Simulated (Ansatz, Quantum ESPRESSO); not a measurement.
# Work function of relaxed Ru(0001) under two functionals, part 2 of 3

Aim: the work function of the relaxed basal face of Ru, and how far the functional matters.

Quantum ESPRESSO 7.5; plane-wave DFT, PBE, GBRV ultrasoft pseudopotentials; geometry and cross-check by Ansatz 0.2.0 with PAW datasets.

So far. Step 2 (Geometry from Ansatz of (0001)): The relaxation lowers the energy by 7 meV an atom. Held were the atoms numbered 3 and 4; the forces quoted are those on the free ones.

### Step 3. Ground state of (0001), PBE

Both faces of the slab are alike, so a plain periodic cell serves and symmetry is kept.

Level of this step: plane-wave DFT, PBE, GBRV ultrasoft pseudopotentials (Quantum ESPRESSO 7.5).

Input file 0001.pbe.in:

```
&control
  prefix = '0001.pbe'
  outdir = './out'
  pseudo_dir = './pseudo'
  calculation = 'scf'
  tprnfor = .true.
/
&system
  ibrav = 0
  nat = 6
  ntyp = 1
  ecutwfc = 40
  ecutrho = 200
  occupations = 'smearing'
  smearing = 'mv'
  degauss = 0.02
/
&electrons
  conv_thr = 1e-07
  mixing_beta = 0.4
  electron_maxstep = 120
  mixing_mode = 'local-TF'
/
ATOMIC_SPECIES
  Ru  101.0700  ru_pbe_v1.2.uspp.F.UPF
CELL_PARAMETERS angstrom
  2.69999999998962 0.00000000000000 0.00000000000000
  1.34999999999481 2.33826859020899 0.00000000000000
  0.00000000000000 0.00000000000000 26.69200000000000
ATOMIC_POSITIONS crystal
  Ru  0.666666666667 0.666666666667 0.301188887218
  Ru  -0.000000000000 -0.000000000000 0.378945365954
  Ru  0.666666666667 0.666666666667 0.459943054100
  Ru  0.000000000000 0.000000000000 0.540056945900
  Ru  0.666666666667 0.666666666667 0.621054642008
  Ru  -0.000000000000 0.000000000000 0.698811146468
K_POINTS automatic
  12 12 1 0 0 0
```

The run is started by

```console
OMP_NUM_THREADS=1 mpirun -n 2 pw.x -nk 2 -in 0001.pbe.in > 0001.pbe.out
```

What it wrote:

```text
Program PWSCF v.7.5 starts
[citation notice left out]

     Parallel version (MPI & OpenMP), running on       2 processor cores
     Number of MPI processes:                 2
     Threads/MPI process:                     1

     MPI processes distributed on     1 nodes
[...]
Current dimensions of program PWSCF are:
     Max number of different atomic species (ntypx) = 10
     Max number of k-points (npk) =  40000
     Max angular momentum in pseudopotentials (lmaxx) =  4
     Message from routine setup:
     using ibrav=0 with symmetry is DISCOURAGED, use correct ibrav instead

     K-points division:     npool     =       2
     Subspace diagonalization in iterative solution of the eigenvalue problem:
     a serial algorithm will be used

     G-vector sticks info
     --------------------
     sticks:   dense  smooth     PW     G-vecs:    dense   smooth      PW
     Sum         361     295     91                54491    38849    7287

     Using Slab Decomposition

     bravais-lattice index     =            0
     lattice parameter (alat)  =       5.1023  a.u.
     unit-cell volume          =    1137.1975 (a.u.)^3
     number of atoms/cell      =            6
     number of atomic types    =            1
     number of electrons       =        96.00
     number of Kohn-Sham states=           58
     kinetic-energy cutoff     =      40.0000  Ry
     charge density cutoff     =     200.0000  Ry
     scf convergence threshold =      1.0E-07
     mixing beta               =       0.4000
     number of iterations used =            8  local-TF  mixing
     Exchange-correlation= SLA  PW   PBE  PBE
                           (   1   4   3   4   0   0   0)

     celldm(1)=   5.102261  celldm(2)=   0.000000  celldm(3)=   0.000000
     celldm(4)=   0.000000  celldm(5)=   0.000000  celldm(6)=   0.000000

     crystal axes: (cart. coord. in units of alat)
               a(1) = (   1.000000   0.000000   0.000000 )
               a(2) = (   0.500000   0.866025   0.000000 )
               a(3) = (   0.000000   0.000000   9.885926 )

     reciprocal axes: (cart. coord. in units 2 pi/alat)
               b(1) = (  1.000000 -0.577350  0.000000 )
               b(2) = (  0.000000  1.154701  0.000000 )
               b(3) = (  0.000000  0.000000  0.101154 )

     PseudoPot. # 1 for Ru read from file:
     ./pseudo/ru_pbe_v1.2.uspp.F.UPF
     Pseudo is Ultrasoft + core correction, Zval = 16.0
     Generated by new atomic code, or converted to UPF format
     Using radial grid of  967 points,  6 beta functions with:
                l(1) =   0
                l(2) =   0
                l(3) =   1
                l(4) =   1
                l(5) =   2
                l(6) =   2
     Q(r) pseudized with  8 coefficients,  rinner =    1.300   1.300   1.300
                                                       1.300   1.300

     atomic species   valence    mass     pseudopotential
     Ru               16.00   101.07000     Ru( 1.00)

     12 Sym. Ops., with inversion, found ( 6 have fractional translation)

   Cartesian axes

     site n.     atom                  positions (alat units)
         1        Ru     tau(   1) = (   1.0000000   0.5773503   2.9775310  )
         2        Ru     tau(   2) = (   0.0000000   0.0000000   3.7462258  )
         3        Ru     tau(   3) = (   1.0000000   0.5773503   4.5469630  )
         4        Ru     tau(   4) = (   0.0000000   0.0000000   5.3389630  )
         5        Ru     tau(   5) = (   1.0000000   0.5773503   6.1397002  )
         6        Ru     tau(   6) = (   0.0000000   0.0000000   6.9083952  )

     number of k points=    19  Marzari-Vanderbilt smearing, width (Ry)=  0.0200
                       cart. coord. in units 2pi/alat
        k(    1) = (   0.0000000   0.0000000   0.0000000), wk =   0.0138889
        k(    2) = (   0.0000000   0.0962250   0.0000000), wk =   0.0833333
        k(    3) = (   0.0000000   0.1924501   0.0000000), wk =   0.0833333
        k(    4) = (   0.0000000   0.2886751   0.0000000), wk =   0.0833333
        k(    5) = (   0.0000000   0.3849002   0.0000000), wk =   0.0833333
        k(    6) = (   0.0000000   0.4811252   0.0000000), wk =   0.0833333
        k(    7) = (   0.0000000  -0.5773503   0.0000000), wk =   0.0416667
        k(    8) = (   0.0833333   0.1443376   0.0000000), wk =   0.0833333
        k(    9) = (   0.0833333   0.2405626   0.0000000), wk =   0.1666667
        k(   10) = (   0.0833333   0.3367877   0.0000000), wk =   0.1666667
[...]
k(   19) = (   0.3333333  -0.5773503   0.0000000), wk =   0.0277778

     Dense  grid:    54491 G-vectors     FFT dimensions: (  24,  24, 240)

     Smooth grid:    38849 G-vectors     FFT dimensions: (  24,  24, 216)

     Estimated max dynamical RAM per process >     172.88 MB

     Estimated total dynamical RAM >     332.46 MB

     Initial potential from superposition of free atoms

     starting charge      89.9999, renormalised to      96.0000

     negative rho (up, down):  4.832E-01 0.000E+00
     Starting wfcs are   78 randomized atomic wfcs

     total cpu time spent up to now is        3.3 secs

     per-process dynamical memory:    83.5 Mb

     Self-consistent Calculation

     iteration #  1     ecut=    40.00 Ry     beta= 0.40
     Davidson diagonalization with overlap
     ethr =  1.00E-02,  avg # of iterations =  3.1

     negative rho (up, down):  4.674E-01 0.000E+00

     total cpu time spent up to now is       10.7 secs

     total energy              =   -1166.15200948 Ry
     estimated scf accuracy    <      10.87546038 Ry

     iteration #  2     ecut=    40.00 Ry     beta= 0.40
[...]
negative rho (up, down):  4.671E-01 0.000E+00

[...]
total energy              =   -1164.76481191 Ry
     estimated scf accuracy    <       3.54159300 Ry

     iteration #  3     ecut=    40.00 Ry     beta= 0.40
[...]
negative rho (up, down):  4.773E-01 0.000E+00

[...]
total energy              =   -1165.39707225 Ry
     estimated scf accuracy    <       0.01935183 Ry

     iteration #  4     ecut=    40.00 Ry     beta= 0.40
[...]
negative rho (up, down):  4.873E-01 0.000E+00

[...]
total energy              =   -1165.40291934 Ry
     estimated scf accuracy    <       0.00769207 Ry

     iteration #  5     ecut=    40.00 Ry     beta= 0.40
[...]
negative rho (up, down):  4.917E-01 0.000E+00

[...]
total energy              =   -1165.40297167 Ry
     estimated scf accuracy    <       0.00350901 Ry

     iteration #  6     ecut=    40.00 Ry     beta= 0.40
[...]
negative rho (up, down):  4.901E-01 0.000E+00

[...]
total energy              =   -1165.40231628 Ry
     estimated scf accuracy    <       0.00225642 Ry

     iteration #  7     ecut=    40.00 Ry     beta= 0.40
[...]
negative rho (up, down):  4.859E-01 0.000E+00

[...]
total energy              =   -1165.40243745 Ry
     estimated scf accuracy    <       0.00236740 Ry

     iteration #  8     ecut=    40.00 Ry     beta= 0.40
[...]
negative rho (up, down):  4.840E-01 0.000E+00

[...]
total energy              =   -1165.40237111 Ry
     estimated scf accuracy    <       0.00105136 Ry

     iteration #  9     ecut=    40.00 Ry     beta= 0.40
[...]
negative rho (up, down):  4.798E-01 0.000E+00

[...]
total energy              =   -1165.40200265 Ry
     estimated scf accuracy    <       0.00082922 Ry

     iteration # 10     ecut=    40.00 Ry     beta= 0.40
[...]
negative rho (up, down):  4.714E-01 0.000E+00

[...]
total energy              =   -1165.40152393 Ry
     estimated scf accuracy    <       0.00045474 Ry

     iteration # 11     ecut=    40.00 Ry     beta= 0.40
[...]
negative rho (up, down):  4.697E-01 0.000E+00

[...]
total energy              =   -1165.40153561 Ry
     estimated scf accuracy    <       0.00003069 Ry

     iteration # 12     ecut=    40.00 Ry     beta= 0.40
[...]
negative rho (up, down):  4.698E-01 0.000E+00

[...]
total energy              =   -1165.40153804 Ry
     estimated scf accuracy    <       0.00000363 Ry

     iteration # 13     ecut=    40.00 Ry     beta= 0.40
[...]
negative rho (up, down):  4.699E-01 0.000E+00

[...]
total energy              =   -1165.40153838 Ry
     estimated scf accuracy    <       0.00000012 Ry

     iteration # 14     ecut=    40.00 Ry     beta= 0.40
[...]
negative rho (up, down):  4.697E-01 0.000E+00

[...]
End of self-consistent calculation

          k = 0.0000 0.0000 0.0000 (  4829 PWs)   bands (ev):

   -64.3383 -64.3335 -64.1576 -64.0583 -63.8366 -63.8365 -34.7123 -34.5903
   -34.2393 -33.8851 -33.8851 -33.8820 -33.8820 -33.8505 -33.7139 -33.7139
   -33.6591 -33.6309 -33.6309 -33.5880 -33.3935 -33.3935 -33.3935 -33.3935
     1.1548   1.8231   2.6731   2.7653   3.0713   3.2176   6.0463   6.0463
     6.1551   6.1551   6.2028   6.2028   6.2057   6.2121   6.5102   6.5283
     6.5283   6.8426   6.8426   6.8920   6.9346   6.9346   7.8824   7.8824
     8.1137   8.4692   8.4692   9.1933   9.1933   9.5193   9.8339   9.8339
    10.0963  10.0963

          k = 0.0000 0.0962 0.0000 (  4815 PWs)   bands (ev):

   -64.3298 -64.3254 -64.1496 -64.0531 -63.8299 -63.8298 -34.6917 -34.5776
   -34.2447 -33.9672 -33.9277 -33.8992 -33.8955 -33.8434 -33.7374 -33.7275
   -33.7046 -33.6399 -33.6335 -33.5991 -33.4408 -33.4392 -33.4049 -33.4048
     1.4060   2.0631   2.9085   2.9668   3.2915   3.4632   5.7614   5.8447
     5.8753   5.9742   6.2201   6.2327   6.3209   6.3864   6.3878   6.4785
     6.6812   6.7477   6.8807   6.9954   7.0022   7.1035   7.6692   7.8121
     7.8843   8.3586   8.4108   8.7327   8.9069   9.1421   9.4161   9.8210
    10.1348  10.2083

          k = 0.0000 0.1925 0.0000 (  4805 PWs)   bands (ev):

   -64.3065 -64.3031 -64.1275 -64.0390 -63.8117 -63.8117 -34.6342 -34.5456
   -34.2815 -34.1266 -34.0378 -33.9374 -33.9358 -33.9323 -33.8200 -33.7638
   -33.7506 -33.6652 -33.6534 -33.6445 -33.5570 -33.5460 -33.4359 -33.4358
     2.0793   2.6669   3.4329   3.4627   3.7897   4.0636   5.1251   5.3804
     5.4640   5.5352   5.7773   6.1426   6.2329   6.3922   6.6650   6.6863
     6.8823   6.9089   6.9448   7.1168   7.1581   7.3491   7.5830   7.5848
     7.8054   7.9603   8.3767   8.4077   8.9689   9.0599   9.7856   9.8956
    10.2102  10.3745

          k = 0.0000 0.2887 0.0000 (  4851 PWs)   bands (ev):

   -64.2746 -64.2724 -64.0963 -64.0207 -63.7868 -63.7868 -34.5543 -34.5157
   -34.3934 -34.3239 -34.1715 -34.0816 -33.9892 -33.9820 -33.9347 -33.8121
   -33.7907 -33.7567 -33.7334 -33.7008 -33.6294 -33.6213 -33.4780 -33.4779
     2.8429   3.1505   3.6327   3.7058   4.0322   4.2450   4.7687   4.8559
     5.2411   5.3262   5.4003   6.0597   6.2001   6.4550   6.6568   6.8532
     7.0001   7.0305   7.1604   7.2464   7.4195   7.6828   8.0880   8.2567
     8.3173   8.5886   8.6639   8.8588   9.1719   9.3666   9.7767  10.2796
    10.5308  10.5614

          k = 0.0000 0.3849 0.0000 (  4869 PWs)   bands (ev):

   -64.2424 -64.2414 -64.0632 -64.0042 -63.7618 -63.7618 -34.5602 -34.5286
   -34.5134 -34.4722 -34.3054 -34.2084 -34.0404 -34.0312 -34.0164 -33.9155
   -33.8594 -33.8577 -33.7640 -33.7373 -33.6609 -33.6575 -33.5199 -33.5197
     3.0256   3.0657   3.2981   3.4868   3.7826   3.8398   4.4660   4.6082
     4.8660   5.0623   5.4681   6.3594   6.6151   6.6596   6.7409   6.7774
     7.2786   7.4907   7.5074   8.2966   8.3717   8.3720   9.0277   9.1997
     9.2408   9.4200   9.4790   9.6834   9.7729   9.9282   9.9424  10.3821
    10.6486  11.3514

          k = 0.0000 0.4811 0.0000 (  4879 PWs)   bands (ev):

   -64.2188 -64.2184 -64.0367 -63.9944 -63.7434 -63.7434 -34.6810 -34.6495
   -34.5878 -34.4871 -34.3477 -34.2903 -34.0775 -34.0747 -34.0668 -33.9777
   -33.8935 -33.8846 -33.8093 -33.7644 -33.6788 -33.6781 -33.5504 -33.5501
     2.8086   2.8528   2.9670   3.1248   3.3579   3.6861   4.1572   4.4777
     4.5547   4.8291   5.4866   6.1443   6.4747   6.6005   7.2428   7.3260
     7.5088   7.8899   8.3560   8.6883   9.3048   9.6458   9.7364  10.0388
    10.1218  10.3453  10.3879  10.5074  10.5778  10.6610  10.6743  10.7949
    11.2617  12.3105

[...]
the Fermi energy is     8.9646 ev

!    total energy              =   -1165.40153793 Ry
     estimated scf accuracy    <       0.00000004 Ry
     smearing contrib. (-TS)   =      -0.00040944 Ry
     internal energy E=F+TS    =   -1165.40112849 Ry

     The total energy is F=E-TS. E is the sum of the following terms:
     one-electron contribution =  -12105.32334512 Ry
     hartree contribution      =    6072.08764042 Ry
     xc contribution           =    -155.51754301 Ry
     ewald contribution        =    5023.35211922 Ry

     convergence has been achieved in  14 iterations

     negative rho (up, down):  4.697E-01 0.000E+00

     Forces acting on atoms (cartesian axes, Ry/au):

     atom    1 type  1   force =    -0.00000000   -0.00000000    0.00157273
     atom    2 type  1   force =    -0.00000000    0.00000000    0.00085339
     atom    3 type  1   force =    -0.00000000   -0.00000000   -0.01749939
     atom    4 type  1   force =     0.00000000    0.00000000    0.01749939
     atom    5 type  1   force =    -0.00000000   -0.00000000   -0.00085339
     atom    6 type  1   force =    -0.00000000    0.00000000   -0.00157273

     Total force =     0.024877     Total SCF correction =     0.000866

[...]
=------------------------------------------------------------------------------=
   JOB DONE.
=------------------------------------------------------------------------------=
```

The job ended after 97 s (2 MPI ranks of Arm Neoverse V1, shared host; peak memory 0.29 GiB).

Read from the output:

- free energy: -15856.0957 eV
- Fermi energy: 8.965 eV

### Step 4. Potential by pp.x of (0001)

plot_num = 11 writes the bare and Hartree potential. It leaves out exchange and correlation, which fade slowly, so it flattens close to the surface.

Input file 0001.pbe.pot.in:

```
&inputpp
  prefix = '0001.pbe'
  outdir = './out'
  filplot = '0001.pbe.pot.dat'
  plot_num = 11
/
```

The run is started by

```console
OMP_NUM_THREADS=1 mpirun -n 2 pp.x -in 0001.pbe.pot.in > 0001.pbe.pot.out
```

What it wrote:

```text
[banner, memory and clock lines left out]
Program POST-PROC v.7.5 starts

          URL

     ./out/0001.pbe.save/

     IMPORTANT: XC functional enforced from input :
     Exchange-correlation= PBE
                           (   1   4   3   4   0   0   0)
     Any further DFT definition will be discarded
     Please, verify this is what you really want

     negative rho (up, down):  4.697E-01 0.000E+00

     Calling punch_plot, plot_num =  11
     Writing data to file  0001.pbe.pot.dat
     Message from routine chdens:
     namelist plot not found or invalid, exiting
```

Elapsed: 0.93 s, on 2 MPI ranks; peak memory 0.12 GiB; 1.7 s of CPU time.

This step gave:

| Item | Value |
| --- | --- |
| work function of the upper face | 5.025 eV |
| slope of the potential above | 2.87e-4 eV/Å |
| upper vacuum line continued to the top atoms, over the Fermi level | 5.024 eV |
| work function of the lower face | 5.025 eV |
| slope of the potential below | -2.32e-4 eV/Å |
| lower vacuum line continued to the bottom atoms, over the Fermi level | 5.024 eV |

(Continued in part 3 of 3.)

[Logs are printed without paths, hosts, clocks, repeated set-up lines and the standing remarks that a program may print on its own settings, such as how far it seeks lower states.]

[Hosts, paths, dates, database ids (printed as entryN), source tags and the programs' standing remarks are cut or masked in the printed files.]

[Maps of the electrostatic potential energy from Ansatz leave out the sawtooth potential of an applied field or a dipole correction, so their vacuum need not be flat; planar profiles and work functions include it.]
